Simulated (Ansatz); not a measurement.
# Resistivity from frozen vibrations: Hf(0001) with 2 thermally displaced layers, 2x2

Wanted: the phonon-limited resistivity of Hf at 300 K by the Landauer route. The measured value for the pure metal at this temperature is 34 µΩ cm (CRC Handbook of Chemistry and Physics, 84th ed., 2003, Electrical Resistivity of Pure Metals).

Program: Ansatz 0.2.0. Level of theory: Ansatz plane-wave DFT, PBE, PAW files; ballistic transport by layer matching (Landauer), zero bias; PAW set soft_1. Results are calculated unless marked as measured.

### Step 1. The structure

The cell holds 48 atoms: 48 Hf. Cell: a = 6.393 Å, b = 6.393 Å, c = 30.347 Å, α = 90.0°, β = 90.0°, γ = 120.0°. It derives from Hf. Regions: lead, 40 atoms (40 Hf); scattering region, 8 atoms (8 Hf). The structure is stacked along c, and the current runs across the ab planes.

### Step 2. With 2 displaced layers

Each atom of 2 layers is moved at random, by amounts drawn from a normal law 0.0627 Å wide in each direction from the Debye model (252 K) at 300 K. The layers about the cell's end stay perfect and serve as the lead. Disorder leaves little or no symmetry, which makes such runs dear. Energies from -0.05 to 0.05 eV in steps of 0.05 eV are too few for the program's thermal sum, so it prints no conductance; for a metal the transmission near the Fermi level serves, at a fraction of the cost.

Input file input.yaml:

```yaml
crystal:
  lattice:
    - [6.3934, 0.0, 0.0]
    - [-3.1967, 5.5368468166, 0.0]
    - [0.0, 0.0, 30.3468]
  atoms:
    - { symbol: Hf, position: [0.1666666667, 0.3333333333, 0.0416666667] }
    - { symbol: Hf, position: [0.1666666667, 0.8333333333, 0.0416666667] }
    - { symbol: Hf, position: [0.6666666667, 0.3333333333, 0.0416666667] }
    - { symbol: Hf, position: [0.6666666667, 0.8333333333, 0.0416666667] }
    - { symbol: Hf, position: [0.3333333333, 0.1666666667, 0.125] }
    - { symbol: Hf, position: [0.3333333333, 0.6666666667, 0.125] }
    - { symbol: Hf, position: [0.8333333333, 0.1666666667, 0.125] }
    - { symbol: Hf, position: [0.8333333333, 0.6666666667, 0.125] }
    - { symbol: Hf, position: [0.1666666667, 0.3333333333, 0.2083333333] }
    - { symbol: Hf, position: [0.1666666667, 0.8333333333, 0.2083333333] }
    - { symbol: Hf, position: [0.6666666667, 0.3333333333, 0.2083333333] }
    - { symbol: Hf, position: [0.6666666667, 0.8333333333, 0.2083333333] }
    - { symbol: Hf, position: [0.3333333333, 0.1666666667, 0.2916666667] }
    - { symbol: Hf, position: [0.3333333333, 0.6666666667, 0.2916666667] }
    - { symbol: Hf, position: [0.8333333333, 0.1666666667, 0.2916666667] }
    - { symbol: Hf, position: [0.8333333333, 0.6666666667, 0.2916666667] }
    - { symbol: Hf, position: [0.1666666667, 0.3333333333, 0.375] }
    - { symbol: Hf, position: [0.1666666667, 0.8333333333, 0.375] }
    - { symbol: Hf, position: [0.6666666667, 0.3333333333, 0.375] }
    - { symbol: Hf, position: [0.6666666667, 0.8333333333, 0.375] }
    - { symbol: Hf, position: [0.333818093, 0.1651715832, 0.4596557336] }
    - { symbol: Hf, position: [0.3313302836, 0.6606042824, 0.4590799862] }
    - { symbol: Hf, position: [0.8514732872, 0.1773851602, 0.4568801997] }
    - { symbol: Hf, position: [0.8174038178, 0.6596128206, 0.4584186668] }
    - { symbol: Hf, position: [0.1426406024, 0.3308571807, 0.5390940016] }
    - { symbol: Hf, position: [0.1564098024, 0.827173737, 0.5410135426] }
    - { symbol: Hf, position: [0.6766003916, 0.3451318736, 0.5414012571] }
    - { symbol: Hf, position: [0.6762954506, 0.8258050595, 0.5423924952] }
    - { symbol: Hf, position: [0.3333333333, 0.1666666667, 0.625] }
    - { symbol: Hf, position: [0.3333333333, 0.6666666667, 0.625] }
    - { symbol: Hf, position: [0.8333333333, 0.1666666667, 0.625] }
    - { symbol: Hf, position: [0.8333333333, 0.6666666667, 0.625] }
    - { symbol: Hf, position: [0.1666666667, 0.3333333333, 0.7083333333] }
    - { symbol: Hf, position: [0.1666666667, 0.8333333333, 0.7083333333] }
    - { symbol: Hf, position: [0.6666666667, 0.3333333333, 0.7083333333] }
    - { symbol: Hf, position: [0.6666666667, 0.8333333333, 0.7083333333] }
    - { symbol: Hf, position: [0.3333333333, 0.1666666667, 0.7916666667] }
    - { symbol: Hf, position: [0.3333333333, 0.6666666667, 0.7916666667] }
    - { symbol: Hf, position: [0.8333333333, 0.1666666667, 0.7916666667] }
    - { symbol: Hf, position: [0.8333333333, 0.6666666667, 0.7916666667] }
    - { symbol: Hf, position: [0.1666666667, 0.3333333333, 0.875] }
    - { symbol: Hf, position: [0.1666666667, 0.8333333333, 0.875] }
    - { symbol: Hf, position: [0.6666666667, 0.3333333333, 0.875] }
    - { symbol: Hf, position: [0.6666666667, 0.8333333333, 0.875] }
    - { symbol: Hf, position: [0.3333333333, 0.1666666667, 0.9583333333] }
    - { symbol: Hf, position: [0.3333333333, 0.6666666667, 0.9583333333] }
    - { symbol: Hf, position: [0.8333333333, 0.1666666667, 0.9583333333] }
    - { symbol: Hf, position: [0.8333333333, 0.6666666667, 0.9583333333] }
kpoints:
  mp_grid: { grid: [4, 4, 1] }
hamiltonian:
  xc: pbe
  pseudopotentials: { kind: paw, azcp: { folder: soft_1 } }
scf:
  occupations: { method: fermi_dirac, width: 0.1 }
output:
  transmission: { leads: [[0, 8]], kmesh: [8, 8], e_range: [-0.05, 0.05], de: 0.05 }
  write_potential: true
  write_density: true
  volumetric_format: npy
  elf: true
```

Started as:

```bash
$ ansatz run input.yaml --threads 4 --pin off --max-ram 15360MiB --backend cpu --events-out ev --progress --plain --runs-dir out
```

Numbers of over 12 decimals in the logs are rounded to 6 here.

Log:

```text
Engine: ansatz 0.2.0, x86_64-unknown-linux-gnu
Pseudopotentials: kind: paw
Pseudopotential: Hf, paw, valence charge 26, recommended cutoff 420 eV (normal), soft_1/Hf.paw.azcp
Functional definition: PBE
  parameter kappa = 0.804
  parameter beta = 0.066725
  exchange = pbe_x(kappa = kappa, mu = beta*pi^2/3)
  correlation = pbe_c(beta = beta)
Crystal: 48 atoms, lattice volume = 1074.255 Å³
Basis set: ecut = 420 eV, 21065 PW (Γ)
Bands: 749, of which v1, the nominal top of the filled ones, is band 624 counted from 1 (623 counted from 0)
Symmetry: 1 space group operations
Space group: P1 (ITA 1), of the structure as read, at distance tolerance 1.0e-4 Å
k-points: 10 of 16 (time reversal used)
Non-local potential: Hf, projectors of the file, l = 0: 3, l = 1: 2, l = 2: 2, l = 3: 3
PAW form: soft (Blöchl's): semilocal exchange-correlation on the pseudo side does not see the compensation charge
PAW one-centre angular grid: Hf, 590 points (default); XC on 64 Gauss nodes
Initial density: superposition of atomic densities (chi_scale 0.1, normalization cell)
Initial wavefunctions: pseudopotential atomic-orbital guess
Functional: x = pbe(κ = 0.804, μ = 0.219515), c = pbe(β = 0.066725)
SCF iter   1: F=—  HF=-754671.681514 eV  |F-HF|=—  |Δ(HF+E_count)|=         —  Δρ=3.55e-2  dr2=1.72e1  ethr=3.10e-3  ⟨swp⟩=5.9  Hψ=22365  notcnv=0  defer=156
preconditioner: auto → Kerker (q_TF=auto, 2.797 Å⁻¹)  [metal: Δε(μ)=0.025 eV  Ē_g=16.451 eV  σ=0.100 eV  W_gap=0.06  n_scr=380 (ndim 8)  ℏωp=38.5 eV  f_vac=0.000  D(μ)=33.13/eV (n_scr^D=268)]
SCF iter   2: F=—  HF=-754668.532609 eV  |F-HF|=—  |Δ(HF+E_count)|=    3.15e0  Δρ=2.28e-2  dr2=6.90e0  ethr=1.38e-3  ⟨swp⟩=3.2  Hψ=14189  notcnv=0  defer=375
SCF iter   3: F=—  HF=-754667.433421 eV  |F-HF|=—  |Δ(HF+E_count)|=    1.10e0  Δρ=9.01e-3  dr2=1.05e0  ethr=5.53e-4  ⟨swp⟩=2.0  Hψ=12310  notcnv=0  defer=375
SCF iter   4: F=—  HF=-754666.306905 eV  |F-HF|=—  |Δ(HF+E_count)|=    1.13e0  Δρ=3.29e-3  dr2=7.21e-2  ethr=8.43e-5  ⟨swp⟩=2.2  Hψ=14423  notcnv=0  defer=375
SCF iter   5: F=—  HF=-754666.337224 eV  |F-HF|=—  |Δ(HF+E_count)|=   3.03e-2  Δρ=7.42e-4  dr2=9.43e-3  ethr=5.78e-6  ⟨swp⟩=2.8  Hψ=13919  notcnv=0  defer=375
SCF iter   6: F=—  HF=-754666.341201 eV  |F-HF|=—  |Δ(HF+E_count)|=   3.98e-3  Δρ=2.46e-4  dr2=1.37e-3  ethr=7.56e-7  ⟨swp⟩=2.9  Hψ=15344  notcnv=0  defer=375
SCF iter   7: F=—  HF=-754666.340796 eV  |F-HF|=—  |Δ(HF+E_count)|=   4.05e-4  Δρ=1.28e-4  dr2=1.85e-4  ethr=1.10e-7  ⟨swp⟩=3.0  Hψ=14609  notcnv=0  defer=375
SCF iter   8: F=—  HF=-754666.340844 eV  |F-HF|=—  |Δ(HF+E_count)|=   4.80e-5  Δρ=4.19e-5  dr2=2.07e-5  ethr=1.48e-8  ⟨swp⟩=2.8  Hψ=14957  notcnv=0  defer=375
SCF iter   9: F=—  HF=-754666.341299 eV  |F-HF|=—  |Δ(HF+E_count)|=   4.55e-4  Δρ=1.16e-5  dr2=2.78e-6  ethr=1.66e-9  ⟨swp⟩=3.9  Hψ=15288  notcnv=0  defer=375
SCF iter  10: F=—  HF=-754666.341299 eV  |F-HF|=—  |Δ(HF+E_count)|=   5.26e-8  Δρ=6.91e-6  dr2=1.24e-6  ethr=2.23e-10  ⟨swp⟩=4.3  Hψ=20413  notcnv=0  defer=375
SCF iter  11: F=—  HF=-754666.341298 eV  |F-HF|=—  |Δ(HF+E_count)|=   5.51e-7  Δρ=2.30e-6  dr2=1.07e-7  ethr=9.90e-11  ⟨swp⟩=2.6  Hψ=14584  notcnv=0  defer=375
SCF iter  12: F=-754666.341298 eV  HF=-754666.341298 eV  |F-HF|=1.42e-8  |Δ(HF+E_count)|=   8.38e-9  Δρ=7.89e-7  dr2=8.47e-9  ethr=8.01e-12  ⟨swp⟩=21.1  Hψ=50968  notcnv=0
SCF 1 converged in 12 iterations: F = -754666.341298 eV  dr2 = 8.47e-9
  greatest PAW one-centre occupation: 0.999 electrons in one spin orbital (limit 2), on the Hf atom at site 28 (counted from 0), in its partial waves of l = 0
transmission: 138 of 1326 steps passed
transmission: 273 of 1326 steps passed
[...]
transmission: 1326 of 1326 steps passed
SCF converged after 12 iterations
Free energy (F): -754666.341298 eV
Harris-Foulkes:  -754666.341298 eV  (|F-HF|=1.42e-8)
Internal energy: -754665.073048 eV  (E = F + TS)
E sigma→0 (E₀):  -754665.707173 eV
Entropy (-TS):   -1.268250 eV (-26.422 meV/atom)
Fermi energy:    18.131134 eV
--- Per-component energies (eV) ---
  E_band       = -450.901569
  E_kinetic    = 19633.212605
  E_local      = -303221.321262  (includes V_loc(G=0)·N_el)
  E_nonlocal   = 2776.548942
  E_hartree    = 147687.983560
  E_xc         = -12799.532620
  E_vxc        = -12235.260496  (∫ρ·V_xc dr)
  E_paw        = -369426.426424  (= ΣΔE_a)
  E_vpaw       = -2780.067036  (= ΣTr[D̂ρ^β])
  E_aug_tail   = 0.004014  (compensation charges beyond the density's cutoff)
  E_ewald      = -239315.541863
  E_smearing   = -1.268250  (= −TS)
  E_closure    = 0.000000  (closes the sum)
  Σ components = -754666.341298   (vs F -754666.341298, Δ=0.00e0)
--- Band table (eV; the first three rows and the last of 10) ---
  k-point 0: bands = [... 620 lower, 18.8574, 18.9200, 18.9265, 18.9405, 18.9776, 19.0011, 19.0261, 19.0522, ... 121 higher]
  k-point 1: bands = [... 620 lower, 18.4288, 18.4440, 18.4496, 18.4745, 18.4986, 18.5060, 18.5154, 18.5206, ... 121 higher]
  k-point 2: bands = [... 620 lower, 17.7927, 17.7974, 17.8489, 17.8647, 17.9878, 17.9988, 18.0275, 18.0314, ... 121 higher]
  k-point 9: bands = [... 620 lower, 17.7905, 17.8081, 17.8347, 17.8520, 18.0026, 18.0140, 18.0306, 18.0346, ... 121 higher]
--- Transmission ---
  basis      : 313 plane waves across, 39 finite elements along
  points     : 34, standing for a mesh of 8 x 8
  energies   : 3 from -0.050000 to 0.050000 eV about the Fermi level, 0.050000 eV apart; the leads are filled to 0.000000 eV, and channels, transmission and decay are at 0.000000 eV
  crystal 0  : Hf8, at the sites [0, 8], period 5.0578 Å, over 25.29 Å; its Hamiltonian steps by up to 7.0 meV
    offset         : up to 0.0000 Å between an atom of the period and one for which it stands
    channels       : 2.843750e0 a spin
    conductance    : none, the energies end too early or step too widely for 300 K: set another output.transmission.e_range or a lower de, or, where they end at an eighth of basis.ecutwfc, a higher one
  junction   : crystal 0 to crystal 0, 0.70 to 25.99 Å
    transmission   : 2.581331e0 a spin
    conductance    : none, the energies end too early or step too widely for 300 K: set another output.transmission.e_range or a lower de, or, where they end at an eighth of basis.ecutwfc, a higher one
```

Run time: 18 min. Hardware: 4 threads of Intel Xeon Platinum 8259CL at 2.50GHz (Skylake/Cascade Lake), shared host; peak memory 6.8 GiB.

In the SCF lines HF is the Harris–Foulkes energy and dr2 the Hartree energy of the density residual, in eV; the loop may stop once dr2 is under the threshold and the program's other checks hold. Hψ counts applications of the Hamiltonian.

Numbers from this step:

```yaml
free_energy: -754666.3413 eV
energy_at_zero_smearing: -754665.7072 eV
fermi_energy: 18.13 eV
cell_area: 35.40 Å²
transmission_per_spin_nearest_the_fermi_level: 2.581
open_channels_per_spin_nearest_the_fermi_level: 2.844
step_of_the_lead_s_potential: 7 meV
```

Per spin. The transmission, zone mean by energy, zero at the Fermi level:

```
energy (eV)  transmission, zone mean
    -0.0500                     2.48
     0.0000                     2.58
     0.0500                     2.41
```

Per spin. The open channels, zone mean, lead by energy, zero at the Fermi level:

```
energy (eV)  open channels, zone mean, lead
    -0.0500                            2.62
     0.0000                            2.84
     0.0500                            2.66
```

Transmission over k1 and k2. At 0.0000 eV from the Fermi level.

Ten even steps from '_' (1.63) to '@' (5.22):
```
__@@++++@@______
__==______++____
__==________++__
++@@__________@@
____++________==
______++______==
________@@++++@@
++______==______
```
Columns: k1 (b1) from -0.5 to 0.375; rows upwards: k2 (b2) from -0.5 to 0.375.

Open channels over k1 and k2. At 0.0000 eV from the Fermi level.

Ten even steps from '_' (2.00) to '@' (6.00):
```
__@@++++@@______
__++______++____
__++________++__
++@@__________@@
____++________++
______++______++
________@@++++@@
++______++______
```
Columns: k1 (b1) from -0.5 to 0.375; rows upwards: k2 (b2) from -0.5 to 0.375.

Valence density in the ca plane at fractional y = 0.165, with atoms of Hf within 0.2 Å of it. It is the smooth field of the valence electrons, not physical close to the nuclei.

Values in e/Å³, 9 rows by 16 columns, each cell a mean:
```
 0  5  3  0  0  0  7  4  0  0  0  5  3  0  0  0
 0 17 12  0  0  0 17 10  0  0  0 17 13  0  0  0
 0  2  1  0  0  0  1  1  0  0  0  2  1  0  0  0
 0  0  0  0  1  0  0  0  0  0  0  0  0  0  1  0
 0  1  1  0  0  0  1  1  0  0  0  1  1  0  0  0
 0 14 10  0  0  0 13 12  0  0  0 14 10  0  0  0
 0  9  6  0  0  0  8  7  0  0  0  9  7  0  0  0
 0  0  0  0  0  0  0  0  0  0  0  0  0  0  0  0
 0  0  0  0  1  0  0  0  0  1  0  0  0  0  1  0
```
Columns run along c (16.0 Å, from fractional 0.24 to 0.76 of the cell), rows up along a (6.4 Å). Atoms in or near the plane, at fractional coordinates: Hf at (0.29, 0.33), Hf at (0.29, 0.83), Hf at (0.46, 0.33), Hf at (0.46, 0.85), Hf at (0.63, 0.33), Hf at (0.63, 0.83).

Electrostatic potential energy in the ca plane at fractional y = 0.165, with atoms of Hf within 0.2 Å of it. With pseudopotentials it is smooth inside the atoms' cores, unlike the true potential.

Ten even steps from '0' (-15 eV) to '9' (20 eV), each cell a mean:
```
99852136898888987300378887789873124799888898
99610003799999984011048999999840001589999997
99501302799999984032048999999830320489999997
99610103799999985000058999999840100589999997
99851126899888997422479998899863114799888998
89986678997667899877899976689987667998766799
79999899987546899999999875578999899998545789
79998889987546899988999876678999889998645789
89875468998777898754689987789986457898777899
99730015899989997200158999999851002699989998
99611202799999985012037999999830210589999997
99501302799999985013037999999830220489999997
99730004899999996200158999999851002689999998
89864357998778998643579988889985346898877899
89998889987556899888899875679998888998655789
79999999987446899988999854468999999998545789
89987778997657898766789864578998778998756799
```
Columns run along c (16.0 Å, from fractional 0.24 to 0.76 of the cell; values clipped at the 3rd and 97th percentile), rows up along a (6.4 Å). Atoms in or near the plane, at fractional coordinates: Hf at (0.29, 0.33), Hf at (0.29, 0.83), Hf at (0.46, 0.33), Hf at (0.46, 0.85), Hf at (0.63, 0.33), Hf at (0.63, 0.83).

ELF in the ca plane at fractional y = 0.165, with atoms of Hf within 0.2 Å of it. It is the smooth field of the valence electrons, not physical close to the nuclei.

Ten even steps from '0' (0.14) to '9' (0.86), each cell a mean:
```
22014530121001210366301100012102551022100120
52159983145555512799721443354127996125555540
73279995147777623899831677775149998326777741
62159984146556522699611566665128996225655640
22025641022112220255201321123103652022111220
02100100210010021000012100001210100120010012
01431123310220024211243001100342112420122013
01321013310120023100122001100331002320021013
02101210110000120012001100001200210021000011
42037861033223420478611333233115874024322330
63169995147777622799941477664138997226777741
63179995147777622799941477764149997226777741
42047872034333420488621444443016885124433430
12002310121000120023101210012101331021000121
01310002310120023100122001101320001320021013
01432124300221024211242013200342113420122003
01200001210010021000012002101210000220010012
```
Columns run along c (16.0 Å, from fractional 0.24 to 0.76 of the cell), rows up along a (6.4 Å). Atoms in or near the plane, at fractional coordinates: Hf at (0.29, 0.33), Hf at (0.29, 0.83), Hf at (0.46, 0.33), Hf at (0.46, 0.85), Hf at (0.63, 0.33), Hf at (0.63, 0.83).

Over the solved energies the transmission per spin lies between 2.41 and 2.58, out of 2.71 channels of the lead on average (up to 2.84).

(Part 1 of 2 ends here.)

[Logs are printed without paths, hosts, clocks, repeated set-up lines and the standing remarks that a program may print on its own settings, such as how far it seeks lower states.]

[Hosts, paths, dates, database ids (printed as entryN), source tags and the programs' standing remarks are cut or masked in the printed files.]
